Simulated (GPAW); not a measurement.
```xyz
8
Lattice="6.182 0.000 0.000 0.000 6.182 0.000 0.000 0.000 6.182" Properties=species:S:1:pos:R:3 pbc="T T T" subject="A GW chain in GPAW: K3LiCl4 (ordered alloy, started on the rocksalt lattice) (Pm-3m)" method="DFT, PBE, plane waves, PAW (and 1 further level or step)" program="GPAW 26.7.0" settings_of_one_run="cutoff 600 eV, GPAW PAW setups 1.2.1 data release, 2×2×2 k-mesh, nbands 199" cost="3 runs, 2.7 min in all on 4 MPI ranks of Arm Neoverse V1, shared host (the runs of this entry)" notes="The structure was built from a prototype and need not be the compound’s stable phase. The structure was relaxed with PBE. The structure type comes from a generator and need not be one that this composition takes. Bands and cutoff are finite, so the gap is not at the basis limit. The miss can reach some tenths of an eV and take either sign; the mesh is an error of its own. The 2×2×2 mesh is coarse for this cell, which bears on the long-range parts of exchange and screening." pbe_gap="4.70 eV, direct" g0w0_gap_on_the_mesh="7.15 eV" gw_settings="2×2×2 mesh, 189 bands, screening to 50 eV, Godby-Needs plasmon pole" known_limits="not at the basis limit; coarse k mesh"
Li    0.000    0.000    0.000
Cl    3.091    3.091    3.091
K     3.091    3.091    0.000
Cl    0.000    0.000    3.091
K     3.091    0.000    3.091
Cl    0.000    3.091    0.000
K     0.000    3.091    3.091
Cl    3.091    0.000    0.000
```

```xyz
8
Lattice="6.182 0.000 0.000 0.000 6.182 0.000 0.000 0.000 6.182" Properties=species:S:1:pos:R:3 pbc="T T T" subject="K3LiCl4 (ordered alloy, started on the rocksalt lattice) (Pm-3m): G0W0 with GPAW, start to end" method="DFT, PBE, plane waves, PAW (and 1 further level or step)" program="GPAW 26.7.0" settings_of_one_run="cutoff 700 eV, GPAW PAW setups 1.2.1 data release, 4×4×4 k-mesh" cost="5 runs, 12 min in all on 4 MPI ranks of Arm Neoverse V1, shared host (the runs of this entry)" notes="The structure was built from a prototype and need not be the compound’s stable phase. The start is a generated structure, not a measured one. The structure type comes from a generator and need not be one that this composition takes. Bands and cutoff are finite, so the gap is not at the basis limit. The miss can reach some tenths of an eV and take either sign; the mesh is an error of its own. The 2×2×2 mesh is coarse for this cell, which bears on the long-range parts of exchange and screening." pbe_gap="4.70 eV, direct" g0w0_gap_on_the_mesh="7.20 eV" gw_settings="2×2×2 mesh, 249 bands, screening to 60 eV, Godby-Needs plasmon pole" known_limits="not at the basis limit; coarse k mesh"
Li    0.000    0.000    0.000
Cl    3.091    3.091    3.091
K     3.091    3.091    0.000
Cl    0.000    0.000    3.091
K     3.091    0.000    3.091
Cl    0.000    3.091    0.000
K     0.000    3.091    3.091
Cl    3.091    0.000    0.000
```

[Paths, hosts, dates, memory and timing lines, banners, echoed tables and standing remarks are left out of the program output.]

[Logs are printed without paths, hosts, clocks, repeated set-up lines and the standing remarks that a program may print on its own settings, such as how far it seeks lower states.]

[Runs of the session that timed out or met a known fault of the program may be left out.]

[Hosts, paths, dates, database ids (printed as entryN), source tags and the programs' standing remarks are cut or masked in the printed files.]
